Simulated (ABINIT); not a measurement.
# SiO2 (Quartz): a self-consistent loop beyond G0W0, cycle by cycle, part 2 of 3

How far does self-consistency move the gap of SiO2 (Quartz)?

ABINIT 10.8.3; LDA and many-body steps on it, plane waves. Known limits of the many-body steps: not at the basis limit; coarse k mesh.

So far. Step 5 (evGW0, cycle 1): Against G0W0 in ABINIT (3×3×2 mesh, 161 bands, screening to 130.6 eV, Godby-Needs plasmon pole), the gap moves by +0.550 eV. This first cycle still uses the starting levels; it takes the full correction, at all points of the mesh, and its linearised value is 8.757 eV. Step 6 (evGW0, cycle 2): Against the cycle before, the gap moves by −0.131 eV.

### 7. evGW0, cycle 3

Level of this step: evGW0 on LDA, plane waves, norm-conserving pseudopotentials (ABINIT).

The input, run.abi:

```
acell 3*1.0 Angstrom
rprim 
  4.915799999986 0.000000000003 0.000000000000
  -2.457899999996 4.257207679910 0.000000000000
  0.000000000000 0.000000000000 5.409100000000
ntypat 2
znucl 14 8
natom 9
typat 1 1 1 2 2 2 2 2 2
xred 
  0.530300000000 0.000000000000 0.333333333333
  0.000000000000 0.530300000000 0.666666666667
  0.469700000000 0.469700000000 -0.000000000000
  0.146200000000 0.414200000000 0.881000000000
  0.585800000000 0.732000000000 0.214333333333
  0.268000000000 0.853800000000 0.547666666667
  0.414200000000 0.146200000000 0.119000000000
  0.732000000000 0.585800000000 0.785666666667
  0.853800000000 0.268000000000 0.452333333333
pp_dirpath "pseudos"
pseudos "Si.upf, O.upf"
ecut 36
ngkpt 3 3 2
nshiftk 1
shiftk 0 0 0
kptopt 1
chksymbreak 0
istwfk *1
occopt 1
irdwfk 1
optdriver 4
nband 161
gwcalctyp 10
ecutsigx 36
symsigma 1
nkptgw 6
kptgw 
  0.0000000000 0.0000000000 0.0000000000
  0.3333333333 0.0000000000 0.0000000000
  0.3333333333 0.3333333333 0.0000000000
  0.0000000000 0.0000000000 0.5000000000
  0.3333333333 0.0000000000 0.5000000000
  0.3333333333 0.3333333333 0.5000000000
bdgw 
  7 32
  7 32
  7 32
  7 32
  7 32
  7 32
ecuteps 4.8
irdscr 1
ppmodel 1
irdqps 1
indata_prefix "in"
outdata_prefix "out"
tmpdata_prefix "tmp"
```

On the command line:

```bash
$ OMP_NUM_THREADS=1 mpirun -n 8 abinit run.abi > log
```

The log of the run:

```text
.Version 10.8.3 of ABINIT. v10.8.2 released Aug 2026.

 Symmetries : space group P3_1 2 1 (#152); Bravais hP (primitive hexag.)
[... echo of the input left out ...]
== DATASET  1 ==================================================================
-   mpi_nproc: 8, omp_nthreads: 1 (-1 if OMP is not activated)

--- !DatasetInfo
iteration_state: {dtset: 1, }
dimensions: {natom: 9, nkpt: 6, mband: 161, nsppol: 1, nspinor: 1, nspden: 1, mpw: 7935, }
cutoff_energies: {ecut:  36.0, pawecutdg:  -1.0, }
[...]
.  kptgw no:  4; Maximum DeltaE = (   0.008   0.000) for band index: 25
.  kptgw no:  5; Maximum DeltaE = (   0.013   0.000) for band index: 25
.  kptgw no:  6; Maximum DeltaE = (  -0.002  -0.000) for band index: 19

== END DATASET(S) ==============================================================
================================================================================

 -outvars: echo values of variables after computation  --------
           etotal      0.0000000000E+00
            nband         161
             nkpt           6
          spgroup         152
 [... the other variables as echoed above ...]

 Calculation completed.
```

The job ended after 7.3 min (8 MPI ranks of Arm Neoverse N1, shared host; peak memory 4.7 GiB).

This step gave:

```
quasiparticle gap on the mesh                         : 9.173 eV
gap of the density functional on the mesh             : 5.801 eV
k of the valence top                                  : 0.3333, 0.3333, 0
k of the conduction bottom                            : 0, 0, 0
least direct quasiparticle gap on the computed points : 9.553 eV
```

Against the cycle before, the gap moves by −0.003 eV.

### 8. Screening, 3×3×2 mesh, 161 bands, screening to 130.6 eV

This step: RPA screening on LDA, plane waves, norm-conserving pseudopotentials.

run.abi, as its differences from that of step 7:

```diff
@@ -30,26 +30,13 @@
 irdwfk 1
-optdriver 4
+optdriver 3
 nband 161
+ecuteps 4.8
+inclvkb 2
+awtr 1
+symchi 1
 gwcalctyp 10
-ecutsigx 36
-symsigma 1
-nkptgw 6
-kptgw 
-  0.0000000000 0.0000000000 0.0000000000
-  0.3333333333 0.0000000000 0.0000000000
-  0.3333333333 0.3333333333 0.0000000000
-  0.0000000000 0.0000000000 0.5000000000
-  0.3333333333 0.0000000000 0.5000000000
-  0.3333333333 0.3333333333 0.5000000000
-bdgw 
-  7 32
-  7 32
-  7 32
-  7 32
-  7 32
-  7 32
-ecuteps 4.8
-irdscr 1
-ppmodel 1
-irdqps 1
+mbpt_sciss 3.720 eV
+nqptdm 1
+qptdm 
+  0 0 0
 indata_prefix "in"
```

The log of the run:

```text
.Version 10.8.3 of ABINIT. v10.8.2 released Aug 2026.

 Symmetries : space group P3_1 2 1 (#152); Bravais hP (primitive hexag.)
[... echo of the input left out ...]
== DATASET  1 ==================================================================
-   mpi_nproc: 8, omp_nthreads: 1 (-1 if OMP is not activated)

--- !DatasetInfo
iteration_state: {dtset: 1, }
dimensions: {natom: 9, nkpt: 6, mband: 161, nsppol: 1, nspinor: 1, nspden: 1, mpw: 7935, }
cutoff_energies: {ecut:  36.0, pawecutdg:  -1.0, }
electrons: {nelect:   4.80000000E+01, charge:   0.00000000E+00, occopt:   1.00000000E+00, tsmear:   1.00000000E-02, }

 SCREENING: Calculation of the susceptibility and dielectric matrices

 Based on a program developped by R.W. Godby, V. Olevano, G. Onida, and L. Reining.
 Incorporated in ABINIT by V. Olevano, G.-M. Rignanese, and M. Torrent.
.Using double precision arithmetic ; gwpc =  8

[... cell and pseudopotentials left out ...]
--------------------------------------------------------------------------------

 ==== K-mesh for the wavefunctions ====
 Number of points in the irreducible wedge :     6
[... list of points left out ...]
 Together with  6 symmetry operations and time-reversal symmetry
 yields    18 points in the full Brillouin Zone.

 ==== Q-mesh for the screening function ====
 Number of points in the irreducible wedge :     6
[... list of points left out ...]
 Together with  6 symmetry operations and time-reversal symmetry
 yields    18 points in the full Brillouin Zone.

 setmesh: FFT mesh size selected  =    36x   36x   45
          total number of points  =        58320

 vcoul_init : cutoff-mode = AUXILIARY_FUNCTION
 q-points for optical limit:   1
     1)      0.000010    0.000020    0.000030

 Dielectric matrix will be calculated only for some
 selected q points provided by the user through the input variables
 nqptdm and qptdm

- screening: taking advantage of time-reversal symmetry
- Maximum band index for partially occupied states nbvw = 24
- Remaining bands to be divided among processors   nbcw = 137
- Number of bands treated by each node ~17

 rdqps: reading QP wavefunctions of the previous step
        looking for file in_QPS
 file not found, 1st iteration initialized with KS eigenelements

 screening : performing a first self-consistency
 update of the energies in W by a scissor operator
 applying a scissor operator of [eV] :   3.720

 Number of electrons calculated from density =   48.0000; Expected =   48.0000
 average of density, n =  0.062835
 r_s =    1.5604
 omega_plasma =   24.1800 [eV]

 calculating chi0 at frequencies [eV] :
  1    0.000000E+00    0.000000E+00
  2    0.000000E+00    2.417998E+01

--------------------------------------------------------------------------------
  q-point number  1        q = ( 0.000000, 0.000000, 0.000000) [r.l.u.]
--------------------------------------------------------------------------------
[... chi0 elements left out ...]
 For q-point:  0.000010 0.000020 0.000030
  dielectric constant =   2.1016
  dielectric constant without local fields =   2.2483

  Average fulfillment of the sum rule on Im[epsilon] for q-point    1 :     68.26  [%]
[... wings left out ...]
== END DATASET(S) ==============================================================
================================================================================

 -outvars: echo values of variables after computation  --------
           etotal      0.0000000000E+00
            nband         161
             nkpt           6
          spgroup         152
 [... the other variables as echoed above ...]

 Calculation completed.
```

Elapsed: 47 s, on 8 MPI ranks; peak memory 3.2 GiB.

Numbers from this step:

* ε∞ with local fields, on this mesh, along the program's q direction: 2.102
* the same without local fields: 2.248
* plasma frequency: 24.18 eV
* plane waves in the screening matrix: 389

This screening uses the functional's bands under a rigid shift, the mean opening of the cycle before.

### 9. Screening, 3×3×2 mesh, 161 bands, screening to 130.6 eV

This step: RPA screening on LDA from quasiparticle energies, plane waves, norm-conserving pseudopotentials.

run.abi, as its differences from that of step 8:

```diff
@@ -36,7 +36,11 @@
 symchi 1
+irdqps 1
 gwcalctyp 10
-mbpt_sciss 3.720 eV
-nqptdm 1
+nqptdm 5
 qptdm 
-  0 0 0
+  0.3333333333 0.0000000000 0.0000000000
+  0.3333333333 0.3333333333 0.0000000000
+  0.0000000000 0.0000000000 0.5000000000
+  0.3333333333 0.0000000000 0.5000000000
+  0.3333333333 0.3333333333 0.5000000000
 indata_prefix "in"
```

The input, mrgscr.stdin:

```
2
merged
q0_SCR
out_SCR
1
```

On the command line:

```bash
$ OMP_NUM_THREADS=1 mpirun -n 8 abinit run.abi > log; mrgscr < mrgscr.stdin
```

The log of the run:

```text
.Version 10.8.3 of ABINIT. v10.8.2 released Aug 2026.

 Symmetries : space group P3_1 2 1 (#152); Bravais hP (primitive hexag.)
[... echo of the input left out ...]
== DATASET  1 ==================================================================
-   mpi_nproc: 8, omp_nthreads: 1 (-1 if OMP is not activated)

--- !DatasetInfo
iteration_state: {dtset: 1, }
dimensions: {natom: 9, nkpt: 6, mband: 161, nsppol: 1, nspinor: 1, nspden: 1, mpw: 7935, }
cutoff_energies: {ecut:  36.0, pawecutdg:  -1.0, }
[...]
q-point number  1        q = ( 0.333333, 0.000000, 0.000000) [r.l.u.]
--------------------------------------------------------------------------------
[... chi0 elements left out ...]
  Average fulfillment of the sum rule on Im[epsilon] for q-point    2 :     73.81  [%]

--------------------------------------------------------------------------------
  q-point number  2        q = ( 0.333333, 0.333333, 0.000000) [r.l.u.]
--------------------------------------------------------------------------------
[... chi0 elements left out ...]
  Average fulfillment of the sum rule on Im[epsilon] for q-point    3 :     70.77  [%]

 [... 3 further q-points ...]
```

Wall time 63 s (8 MPI ranks); peak memory 2.6 GiB; 8.3 min of CPU time.

Numbers from this step:

* plasma frequency: 24.18 eV
* plane waves in the screening matrix: 389

This screening reads the quasiparticle levels of the cycle before.

### 10. evGW, cycle 1

This step: evGW on LDA, plane waves, norm-conserving pseudopotentials.

run.abi, as its differences from that of step 9:

```diff
@@ -30,12 +30,10 @@
 irdwfk 1
-optdriver 3
+optdriver 4
 nband 161
-ecuteps 4.8
-inclvkb 2
-awtr 1
-symchi 1
-irdqps 1
 gwcalctyp 10
-nqptdm 5
-qptdm 
+ecutsigx 36
+symsigma 1
+nkptgw 6
+kptgw 
+  0.0000000000 0.0000000000 0.0000000000
   0.3333333333 0.0000000000 0.0000000000
@@ -45,2 +43,13 @@
   0.3333333333 0.3333333333 0.5000000000
+bdgw 
+  7 32
+  7 32
+  7 32
+  7 32
+  7 32
+  7 32
+ecuteps 4.8
+irdscr 1
+ppmodel 1
+irdqps 1
 indata_prefix "in"
```

On the command line:

```bash
$ OMP_NUM_THREADS=1 mpirun -n 8 abinit run.abi > log
```

The log of the run:

```text
.Version 10.8.3 of ABINIT. v10.8.2 released Aug 2026.

 Symmetries : space group P3_1 2 1 (#152); Bravais hP (primitive hexag.)
[... echo of the input left out ...]
== DATASET  1 ==================================================================
-   mpi_nproc: 8, omp_nthreads: 1 (-1 if OMP is not activated)

--- !DatasetInfo
iteration_state: {dtset: 1, }
dimensions: {natom: 9, nkpt: 6, mband: 161, nsppol: 1, nspinor: 1, nspden: 1, mpw: 7935, }
cutoff_energies: {ecut:  36.0, pawecutdg:  -1.0, }
[...]
.  kptgw no:  4; Maximum DeltaE = (   0.244  -0.000) for band index:  1
.  kptgw no:  5; Maximum DeltaE = (   0.242   0.000) for band index:  1
.  kptgw no:  6; Maximum DeltaE = (   0.252  -0.000) for band index:  1

== END DATASET(S) ==============================================================
================================================================================

 -outvars: echo values of variables after computation  --------
           etotal      0.0000000000E+00
            nband         161
             nkpt           6
          spgroup         152
 [... the other variables as echoed above ...]

 Calculation completed.
```

Run time: 6.7 min. Hardware: 8 MPI ranks; peak memory 4.7 GiB; 53 min of CPU time.

This step gave:

```yaml
quasiparticle_gap_on_the_mesh: 9.761 eV
gap_of_the_density_functional_on_the_mesh: 5.801 eV
k_of_the_valence_top: 0.3333, 0.3333, 0
k_of_the_conduction_bottom: 0, 0, 0
least_direct_quasiparticle_gap_on_the_computed_points: 10.14 eV
```

Against G0W0 in ABINIT (3×3×2 mesh, 161 bands, screening to 130.6 eV, Godby-Needs plasmon pole), the gap moves by +1.004 eV.

### 11. Screening, 3×3×2 mesh, 161 bands, screening to 130.6 eV

This step: RPA screening on LDA, plane waves, norm-conserving pseudopotentials.

run.abi, as its differences from that of step 10:

```diff
@@ -30,26 +30,13 @@
 irdwfk 1
-optdriver 4
+optdriver 3
 nband 161
+ecuteps 4.8
+inclvkb 2
+awtr 1
+symchi 1
 gwcalctyp 10
-ecutsigx 36
-symsigma 1
-nkptgw 6
-kptgw 
-  0.0000000000 0.0000000000 0.0000000000
-  0.3333333333 0.0000000000 0.0000000000
-  0.3333333333 0.3333333333 0.0000000000
-  0.0000000000 0.0000000000 0.5000000000
-  0.3333333333 0.0000000000 0.5000000000
-  0.3333333333 0.3333333333 0.5000000000
-bdgw 
-  7 32
-  7 32
-  7 32
-  7 32
-  7 32
-  7 32
-ecuteps 4.8
-irdscr 1
-ppmodel 1
-irdqps 1
+mbpt_sciss 4.341 eV
+nqptdm 1
+qptdm 
+  0 0 0
 indata_prefix "in"
```

The log of the run:

```text
.Version 10.8.3 of ABINIT. v10.8.2 released Aug 2026.

 Symmetries : space group P3_1 2 1 (#152); Bravais hP (primitive hexag.)
[... echo of the input left out ...]
== DATASET  1 ==================================================================
-   mpi_nproc: 8, omp_nthreads: 1 (-1 if OMP is not activated)

--- !DatasetInfo
iteration_state: {dtset: 1, }
dimensions: {natom: 9, nkpt: 6, mband: 161, nsppol: 1, nspinor: 1, nspden: 1, mpw: 7935, }
cutoff_energies: {ecut:  36.0, pawecutdg:  -1.0, }
[...]
[... chi0 elements left out ...]
 For q-point:  0.000010 0.000020 0.000030
  dielectric constant =   2.0662
  dielectric constant without local fields =   2.2057

  Average fulfillment of the sum rule on Im[epsilon] for q-point    1 :     69.56  [%]
[... wings left out ...]
== END DATASET(S) ==============================================================
================================================================================

 -outvars: echo values of variables after computation  --------
           etotal      0.0000000000E+00
            nband         161
             nkpt           6
          spgroup         152
 [... the other variables as echoed above ...]

 Calculation completed.
```

Elapsed: 47 s, on 8 MPI ranks; peak memory 3.1 GiB.

This step gave:

```
ε∞ with local fields, on this mesh, along the program's q direction : 2.066
the same without local fields                                       : 2.206
plasma frequency                                                    : 24.18 eV
plane waves in the screening matrix                                 : 389
```

This screening uses the functional's bands under a rigid shift, the mean opening of the cycle before.

### 12. Screening, 3×3×2 mesh, 161 bands, screening to 130.6 eV

This step: RPA screening on LDA from quasiparticle energies, plane waves, norm-conserving pseudopotentials.

run.abi, as its differences from that of step 11:

```diff
@@ -36,7 +36,11 @@
 symchi 1
+irdqps 1
 gwcalctyp 10
-mbpt_sciss 4.341 eV
-nqptdm 1
+nqptdm 5
 qptdm 
-  0 0 0
+  0.3333333333 0.0000000000 0.0000000000
+  0.3333333333 0.3333333333 0.0000000000
+  0.0000000000 0.0000000000 0.5000000000
+  0.3333333333 0.0000000000 0.5000000000
+  0.3333333333 0.3333333333 0.5000000000
 indata_prefix "in"
```

mrgscr.stdin is that of step 9.

On the command line:

```bash
$ OMP_NUM_THREADS=1 mpirun -n 8 abinit run.abi > log; mrgscr < mrgscr.stdin
```

The log of the run:

```text
.Version 10.8.3 of ABINIT. v10.8.2 released Aug 2026.

 Symmetries : space group P3_1 2 1 (#152); Bravais hP (primitive hexag.)
[... echo of the input left out ...]
== DATASET  1 ==================================================================
-   mpi_nproc: 8, omp_nthreads: 1 (-1 if OMP is not activated)

--- !DatasetInfo
iteration_state: {dtset: 1, }
dimensions: {natom: 9, nkpt: 6, mband: 161, nsppol: 1, nspinor: 1, nspden: 1, mpw: 7935, }
cutoff_energies: {ecut:  36.0, pawecutdg:  -1.0, }
[...]
q-point number  1        q = ( 0.333333, 0.000000, 0.000000) [r.l.u.]
--------------------------------------------------------------------------------
[... chi0 elements left out ...]
  Average fulfillment of the sum rule on Im[epsilon] for q-point    2 :     75.00  [%]

--------------------------------------------------------------------------------
  q-point number  2        q = ( 0.333333, 0.333333, 0.000000) [r.l.u.]
--------------------------------------------------------------------------------
[... chi0 elements left out ...]
  Average fulfillment of the sum rule on Im[epsilon] for q-point    3 :     71.82  [%]

 [... 3 further q-points ...]
```

Elapsed: 69 s, on 8 MPI ranks; peak memory 2.6 GiB.

This step gave:

```
plasma frequency                    : 24.18 eV
plane waves in the screening matrix : 389
```

This screening reads the quasiparticle levels of the cycle before.

### 13. evGW, cycle 2

This step: evGW on LDA, plane waves, norm-conserving pseudopotentials.

run.abi, as its differences from that of step 12:

```diff
@@ -30,12 +30,10 @@
 irdwfk 1
-optdriver 3
+optdriver 4
 nband 161
-ecuteps 4.8
-inclvkb 2
-awtr 1
-symchi 1
-irdqps 1
 gwcalctyp 10
-nqptdm 5
-qptdm 
+ecutsigx 36
+symsigma 1
+nkptgw 6
+kptgw 
+  0.0000000000 0.0000000000 0.0000000000
   0.3333333333 0.0000000000 0.0000000000
@@ -45,2 +43,13 @@
   0.3333333333 0.3333333333 0.5000000000
+bdgw 
+  7 32
+  7 32
+  7 32
+  7 32
+  7 32
+  7 32
+ecuteps 4.8
+irdscr 1
+ppmodel 1
+irdqps 1
 indata_prefix "in"
```

On the command line:

```bash
$ OMP_NUM_THREADS=1 mpirun -n 8 abinit run.abi > log
```

The log of the run:

```text
.Version 10.8.3 of ABINIT. v10.8.2 released Aug 2026.

 Symmetries : space group P3_1 2 1 (#152); Bravais hP (primitive hexag.)
[... echo of the input left out ...]
== DATASET  1 ==================================================================
-   mpi_nproc: 8, omp_nthreads: 1 (-1 if OMP is not activated)

--- !DatasetInfo
iteration_state: {dtset: 1, }
dimensions: {natom: 9, nkpt: 6, mband: 161, nsppol: 1, nspinor: 1, nspden: 1, mpw: 7935, }
cutoff_energies: {ecut:  36.0, pawecutdg:  -1.0, }
[...]
.  kptgw no:  4; Maximum DeltaE = (   0.017  -0.000) for band index:  1
.  kptgw no:  5; Maximum DeltaE = (   0.014   0.000) for band index:  6
.  kptgw no:  6; Maximum DeltaE = (  -0.033   0.001) for band index:  7

== END DATASET(S) ==============================================================
================================================================================

 -outvars: echo values of variables after computation  --------
           etotal      0.0000000000E+00
            nband         161
             nkpt           6
          spgroup         152
 [... the other variables as echoed above ...]

 Calculation completed.
```

The job ended after 6.7 min (8 MPI ranks; peak memory 4.7 GiB; 54 min of CPU time).

This step gave:

| Quantity | Value |
| --- | --- |
| quasiparticle gap on the mesh | 9.825 eV |
| gap of the density functional on the mesh | 5.801 eV |
| k of the valence top | 0.3333, 0.3333, 0 |
| k of the conduction bottom | 0, 0, 0 |
| least direct quasiparticle gap on the computed points | 10.21 eV |

Against the cycle before, the gap moves by +0.064 eV.

### 14. Screening, 3×3×2 mesh, 161 bands, screening to 130.6 eV

This step: RPA screening on LDA, plane waves, norm-conserving pseudopotentials.

run.abi, as its differences from that of step 13:

```diff
@@ -30,26 +30,13 @@
 irdwfk 1
-optdriver 4
+optdriver 3
 nband 161
+ecuteps 4.8
+inclvkb 2
+awtr 1
+symchi 1
 gwcalctyp 10
-ecutsigx 36
-symsigma 1
-nkptgw 6
-kptgw 
-  0.0000000000 0.0000000000 0.0000000000
-  0.3333333333 0.0000000000 0.0000000000
-  0.3333333333 0.3333333333 0.0000000000
-  0.0000000000 0.0000000000 0.5000000000
-  0.3333333333 0.0000000000 0.5000000000
-  0.3333333333 0.3333333333 0.5000000000
-bdgw 
-  7 32
-  7 32
-  7 32
-  7 32
-  7 32
-  7 32
-ecuteps 4.8
-irdscr 1
-ppmodel 1
-irdqps 1
+mbpt_sciss 4.402 eV
+nqptdm 1
+qptdm 
+  0 0 0
 indata_prefix "in"
```

The log of the run:

```text
.Version 10.8.3 of ABINIT. v10.8.2 released Aug 2026.

 Symmetries : space group P3_1 2 1 (#152); Bravais hP (primitive hexag.)
[... echo of the input left out ...]
== DATASET  1 ==================================================================
-   mpi_nproc: 8, omp_nthreads: 1 (-1 if OMP is not activated)

--- !DatasetInfo
iteration_state: {dtset: 1, }
dimensions: {natom: 9, nkpt: 6, mband: 161, nsppol: 1, nspinor: 1, nspden: 1, mpw: 7935, }
cutoff_energies: {ecut:  36.0, pawecutdg:  -1.0, }
[...]
[... chi0 elements left out ...]
 For q-point:  0.000010 0.000020 0.000030
  dielectric constant =   2.0629
  dielectric constant without local fields =   2.2017

  Average fulfillment of the sum rule on Im[epsilon] for q-point    1 :     69.69  [%]
[... wings left out ...]
== END DATASET(S) ==============================================================
================================================================================

 -outvars: echo values of variables after computation  --------
           etotal      0.0000000000E+00
            nband         161
             nkpt           6
          spgroup         152
 [... the other variables as echoed above ...]

 Calculation completed.
```

The job ended after 48 s (8 MPI ranks; peak memory 3.1 GiB).

This step gave:

```
ε∞ with local fields, on this mesh, along the program's q direction : 2.063
the same without local fields                                       : 2.202
plasma frequency                                                    : 24.18 eV
plane waves in the screening matrix                                 : 389
```

This screening uses the functional's bands under a rigid shift, the mean opening of the cycle before.

[end of part 2 of 3]

[Paths, hosts, dates, memory and timing lines, banners, echoed tables and standing remarks are left out of the program output.]

[Logs are printed without paths, hosts, clocks, repeated set-up lines and the standing remarks that a program may print on its own settings, such as how far it seeks lower states.]

[Runs of the session that timed out or met a known fault of the program may be left out.]

[Hosts, paths, dates, database ids (printed as entryN), source tags and the programs' standing remarks are cut or masked in the printed files.]

[G0W0 gaps are taken among the corrected bands and points alone; a level outside them can change the order at an edge.]

[Where Ansatz stands beside ABINIT at settings called matched, ABINIT's density can come from a denser mesh and the files from another edition; pairs whose starting gaps differed by over 0.03 eV were left out, so agreement reads better than it is.]
